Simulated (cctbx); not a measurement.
# Mg3Sc3Ag2Au with cctbx, script by script

Library: cctbx 2025.11. The data are simulated by the first script.

## 1. Simulate the data

run.py:

```python
from cctbx import adptbx, crystal, miller, sgtbx, xray
from cctbx.array_family import flex
from iotbx.shelx import hklf
from scitbx import matrix
import scitbx.random

cs = crystal.symmetry(unit_cell=(7.247, 7.247, 4.033, 90, 90, 120), space_group_symbol='Hall: P -6 -2')  # P-62m
atoms = [  # label, site, U (iso, or U11 U22 U33 U12 U13 U23 in A^2), occupancy
    ("Au1", (0, 0, 0.5), (0.0173, 0.0173, 0.0139, 0.0087, 0.0000, 0.0000), 0.95),
    ("Mg1", (0, 0, 0.5), (0.0173, 0.0173, 0.0139, 0.0087, 0.0000, 0.0000), 0.05),
    ("Ag1", (1/3, 2/3, 0), (0.0155, 0.0155, 0.0184, 0.0077, 0.0000, 0.0000), 1),
    ("Sc1", (0, 0.5862, 0.5), (0.0301, 0.0242, 0.0211, 0.0151, 0.0000, 0.0000), 1),
    ("Mg2", (0, 0.2403, 0), (0.0184, 0.0202, 0.0225, 0.0092, 0.0000, 0.0000), 0.9833),
    ("Au2", (0, 0.2403, 0), (0.0184, 0.0202, 0.0225, 0.0092, 0.0000, 0.0000), 0.0167),
]
xs = xray.structure(crystal_symmetry=cs)
for label, site, u, occ in atoms:
    u = adptbx.u_cif_as_u_star(cs.unit_cell(), u) if isinstance(u, tuple) else u
    xs.add_scatterer(xray.scatterer(label, site=site, u=u, occupancy=occ))
xs.set_inelastic_form_factors(1.54184, "sasaki")
xs.show_summary()
p1 = xs.expand_to_p1()
ms = miller.build_set(p1, anomalous_flag=True, d_min=0.83)
flex.set_random_seed(511415)
scitbx.random.set_random_seed(511415)
ms = ms.select(flex.random_double(ms.size()) < 0.7)
i = ms.structure_factors_from_scatterers(p1, algorithm="direct").f_calc().as_intensity_array().data()
i = i / flex.sqrt(1 + 0.3 * i / flex.max(i))  # extinction
i = i * 70000 / flex.max(i)
sig = flex.sqrt(i + flex.pow2(0.06 * i) + 8 ** 2)
noise = scitbx.random.variate(scitbx.random.normal_distribution())(i.size())
data = ms.array(data=i + sig * noise, sigmas=sig).set_observation_type_xray_intensity()
with open("data.hkl", "w") as f:
    data.export_as_shelx_hklf(f)
print("reflections written:", data.size(), " <I/sigma> = %.1f" % flex.mean(data.data() / data.sigmas()))
for h, a, b in list(data.sort("data"))[:12]:
    print("%4d%4d%4d %9.1f %7.1f" % (h + (a, b)))
```

```console
$ python run.py
```

```text
Number of scatterers: 6
At special positions: 6
Unit cell: (7.247, 7.247, 4.033, 90, 90, 120)
Space group: P -6 2 m (No. 189)
reflections written: 941  <I/sigma> = 14.6
   3   0   0   76778.9  4208.3
   0   3   0   69931.9  4208.3
   2  -2  -1   67209.0  3702.0
  -2   0   1   66085.5  3702.0
   0  -3   0   63576.4  4208.3
   2   0   1   63528.5  3702.0
   0   2   1   61367.8  3702.0
   2   0  -1   61187.5  3702.0
  -2   2   1   61182.5  3702.0
   0  -2   1   61045.6  3702.0
  -2   0  -1   60895.4  3702.0
   2  -2   1   59262.2  3702.0
```

It took 0.37 s on 1 thread of Arm Neoverse N1, with other jobs on the host, peak memory 0.07 GiB.

## 2. Refinement

run.py:

```python
import math
from cctbx import adptbx, crystal, maptbx, sgtbx, xray
from cctbx.array_family import flex
from cctbx.xray import observations
from iotbx.shelx import hklf
from scitbx.lstbx import normal_eqns_solving
from smtbx import absolute_structure, utils
from smtbx.refinement import constraints, least_squares

cs = crystal.symmetry(unit_cell=(7.247, 7.247, 4.033, 90, 90, 120), space_group_symbol='Hall: P -6 -2')  # P-62m
atoms = [  # label, site, U (iso, or U11 U22 U33 U12 U13 U23 in A^2), occupancy
    ("Au1", (0, 0, 0.5), 0.0200, 1),
    ("Ag1", (1/3, 2/3, 0), 0.0200, 1),
    ("Sc1", (0, 0.5862, 0.5), 0.0200, 1),
    ("Mg2", (0, 0.2403, 0), 0.0200, 1),
]
xs = xray.structure(crystal_symmetry=cs)
for label, site, u, occ in atoms:
    u = adptbx.u_cif_as_u_star(cs.unit_cell(), u) if isinstance(u, tuple) else u
    xs.add_scatterer(xray.scatterer(label, site=site, u=u, occupancy=occ))
xs.set_inelastic_form_factors(1.54184, "sasaki")
xs.convert_to_anisotropic()
raw = hklf.reader(file_name="data.hkl").as_miller_arrays(crystal_symmetry=cs, anomalous=True)[0]
merged = raw.eliminate_sys_absent().merge_equivalents()
fo2 = merged.array().set_observation_type_xray_intensity()
print("Rint %.3f, %d unique reflections to %.2f A" % (merged.r_int(), fo2.size(), fo2.d_min()))
for sc in xs.scatterers():
    sc.flags.set_grad_site(True)
    sc.flags.set_grad_u_aniso(sc.flags.use_u_aniso())
    sc.flags.set_grad_u_iso(sc.flags.use_u_iso())
obs = fo2.as_xray_observations()
extra = {}
rep = constraints.reparametrisation(xs, [], utils.connectivity_table(xs), **extra)
ls = least_squares.crystallographic_ls(obs, rep, weighting_scheme=least_squares.mainstream_shelx_weighting(a=0, b=0))
print("cycle     R1     wR2    GooF  max shift (A)")
for cycle in range(12):
    ls.build_up()
    r1, wr2, goof = ls.r1_factor(cutoff_factor=2)[0], ls.wR2(), ls.goof()
    old = xs.sites_cart()
    normal_eqns_solving.levenberg_marquardt_iterations(ls, n_max_iterations=3, tau=1e-06, step_threshold=1e-7)
    big = flex.max((xs.sites_cart() - old).norms())
    print("%4d %7.4f %7.4f %7.3f %9.5f" % (cycle + 1, r1, wr2, goof, big))
    ls.build_up(objective_only=True)
    if abs(ls.wR2() - wr2) < 5e-5 and big < 5e-4:
        break
ls.build_up()
print("final R1 %.4f wR2 %.4f GooF %.3f  parameters %d  data/parameter %.1f" % (ls.r1_factor(cutoff_factor=2)[0], ls.wR2(), ls.goof(), ls.n_parameters, fo2.size() / ls.n_parameters))
cov = ls.covariance_matrix_and_annotations()
su = dict(zip(cov.annotations, (math.sqrt(max(v, 0)) for v in cov.matrix.matrix_packed_u_diagonal())))
a2 = cs.unit_cell().reciprocal_parameters()[0] ** -2
print("atom        x        y        z      Ueq    occ   su(xyz)  su(Uiso or U11)")
for sc in xs.scatterers():
    s = max(su.get(sc.label + k, 0) for k in (".x", ".y", ".z"))
    npd = "" if sc.is_positive_definite_u(cs.unit_cell()) else "  NPD"
    print("%-5s %8.5f %8.5f %8.5f %8.4f %6.3f %8.5f %7.4f%s" % ((sc.label,) + sc.site + (sc.u_iso_or_equiv(cs.unit_cell()), sc.occupancy, s, su.get(sc.label + ".uiso", su.get(sc.label + ".u11", 0) * a2), npd)))
fo = fo2.f_sq_as_f()
fc = fo.structure_factors_from_scatterers(xs, algorithm="direct").f_calc()
diff = fo.f_obs_minus_f_calc(1 / math.sqrt(ls.scale_factor()), fc).average_bijvoet_mates()
m = diff.fft_map(symmetry_flags=maptbx.use_space_group_symmetry, resolution_factor=0.25).apply_volume_scaling()
print("difference map: max %.2f min %.2f rms %.2f" % (m.statistics().max(), m.statistics().min(), m.statistics().sigma()))
peaks = m.peak_search(parameters=maptbx.peak_search_parameters(min_distance_sym_equiv=0.6, max_clusters=6)).all()
near = xs.closest_distances(peaks.sites(), distance_cutoff=4)
sps = cs.special_position_settings(min_distance_sym_equiv=0.5)
for k, (x, h) in enumerate(zip(peaks.sites(), peaks.heights())):
    ss = sps.site_symmetry(x)
    print("Q%-3d %7.4f %7.4f %7.4f %4d %7.2f  %.2f A from %s" % ((k + 1,) + tuple(t % 1 for t in ss.exact_site()) + (ss.multiplicity(), h, near.smallest_distances[k], xs.scatterers()[near.i_seqs[k]].label)))
```

```console
$ python run.py
```

```text
Rint 0.041, 144 unique reflections to 0.83 A
cycle     R1     wR2    GooF  max shift (A)
   1  0.0458  0.1445   5.460   0.00622
   2  0.0186  0.0683   2.582   0.00008
final R1 0.0187 wR2 0.0683 GooF 2.582  parameters 12  data/parameter 12.0
atom        x        y        z      Ueq    occ   su(xyz)  su(Uiso or U11)
Au1    0.00000  0.00000  0.50000   0.0166  1.000  0.00000  0.0005
Ag1    0.33333  0.66667  0.00000   0.0144  1.000  0.00000  0.0005
Sc1    0.00000  0.58639  0.50000   0.0228  1.000  0.00042  0.0016
Mg2    0.00000  0.24117  0.00000   0.0107  1.000  0.00052  0.0021
difference map: max 0.62 min -1.53 rms 0.19
Q1    0.0000  0.1941  0.0000    3    0.62  0.34 A from Mg2
Q2    0.1698  0.7873  0.5000    6    0.48  1.36 A from Sc1
Q3    0.0790  0.4783  0.0000    6    0.36  1.52 A from Mg2
Q4    0.0824  0.6080  0.0000    6    0.35  1.65 A from Ag1
Q5    0.0000  0.0000  0.1457    2    0.35  1.43 A from Au1
Q6    0.0000  0.8044  0.1066    6    0.28  1.66 A from Mg2
```

Time: 0.55 s.

This run holds a fault made on purpose: disorder ignored: each site full, of its main element.

## 3. Refinement (occupancies of the disordered sites free, main element alone)

run.py, as its changes from the last script of this kind:

```diff
@@ -12,4 +12,4 @@
-    ("Au1", (0, 0, 0.5), 0.0200, 1),
-    ("Ag1", (1/3, 2/3, 0), 0.0200, 1),
-    ("Sc1", (0, 0.5862, 0.5), 0.0200, 1),
-    ("Mg2", (0, 0.2403, 0), 0.0200, 1),
+    ("Au1", (0, 0, 0.5), 0.0120, 1),
+    ("Ag1", (1/3, 2/3, 0), 0.0120, 1),
+    ("Sc1", (0, 0.58639, 0.5), 0.0120, 1),
+    ("Mg2", (0, 0.24117, 0), 0.0120, 1),
@@ -30,0 +31 @@
+    sc.flags.set_grad_occupancy(sc.label in ('Au1', 'Mg2'))
@@ -36 +37 @@
-for cycle in range(12):
+for cycle in range(20):
@@ -55,0 +57,2 @@
+print("su of occupancy Au1: %.3f" % su["Au1.occ"])
+print("su of occupancy Mg2: %.3f" % su["Mg2.occ"])
```

```console
$ python run.py
```

```text
Rint 0.041, 144 unique reflections to 0.83 A
cycle     R1     wR2    GooF  max shift (A)
   1  0.0458  0.1544   5.880   0.00678
   2  0.0163  0.0380   1.446   0.00124
   3  0.0158  0.0354   1.350   0.00007
   4  0.0155  0.0343   1.305   0.00023
   5  0.0153  0.0334   1.273   0.00022
   6  0.0152  0.0328   1.248   0.00018
   7  0.0150  0.0323   1.229   0.00015
   8  0.0149  0.0319   1.215   0.00012
   9  0.0148  0.0316   1.203   0.00010
  10  0.0147  0.0314   1.194   0.00008
  11  0.0146  0.0312   1.187   0.00007
  12  0.0146  0.0310   1.181   0.00006
  13  0.0145  0.0309   1.177   0.00005
  14  0.0145  0.0308   1.173   0.00004
  15  0.0145  0.0307   1.171   0.00004
  16  0.0145  0.0307   1.168   0.00003
final R1 0.0144 wR2 0.0306 GooF 1.166  parameters 14  data/parameter 10.3
atom        x        y        z      Ueq    occ   su(xyz)  su(Uiso or U11)
Au1    0.00000  0.00000  0.50000   0.0156  0.958  0.00000  0.0002
Ag1    0.33333  0.66667  0.00000   0.0159  1.000  0.00000  0.0003
Sc1    0.00000  0.58659  0.50000   0.0232  1.000  0.00018  0.0007
Mg2    0.00000  0.24026  0.00000   0.0186  1.110  0.00024  0.0012
su of occupancy Au1: 0.003
su of occupancy Mg2: 0.015
difference map: max 0.45 min -1.23 rms 0.17
Q1    0.0541  0.5965  0.0000    6    0.47  1.82 A from Ag1
Q2    0.0000  0.4564  0.0000    3    0.39  1.57 A from Mg2
Q3    0.0000  0.2432  0.5000    3    0.37  1.76 A from Au1
Q4    0.1716  0.3898  0.5000    6    0.34  1.67 A from Sc1
Q5    0.0000  0.7695  0.4211    6    0.24  1.36 A from Sc1
Q6    0.0000  0.4222  0.3120    6    0.22  1.41 A from Sc1
```

It took 1.1 s on 1 thread of Arm Neoverse N1 (shared host), peak memory 0.09 GiB.

[Logs are printed without paths, hosts, clocks, repeated set-up lines and the standing remarks that a program may print on its own settings, such as how far it seeks lower states.]
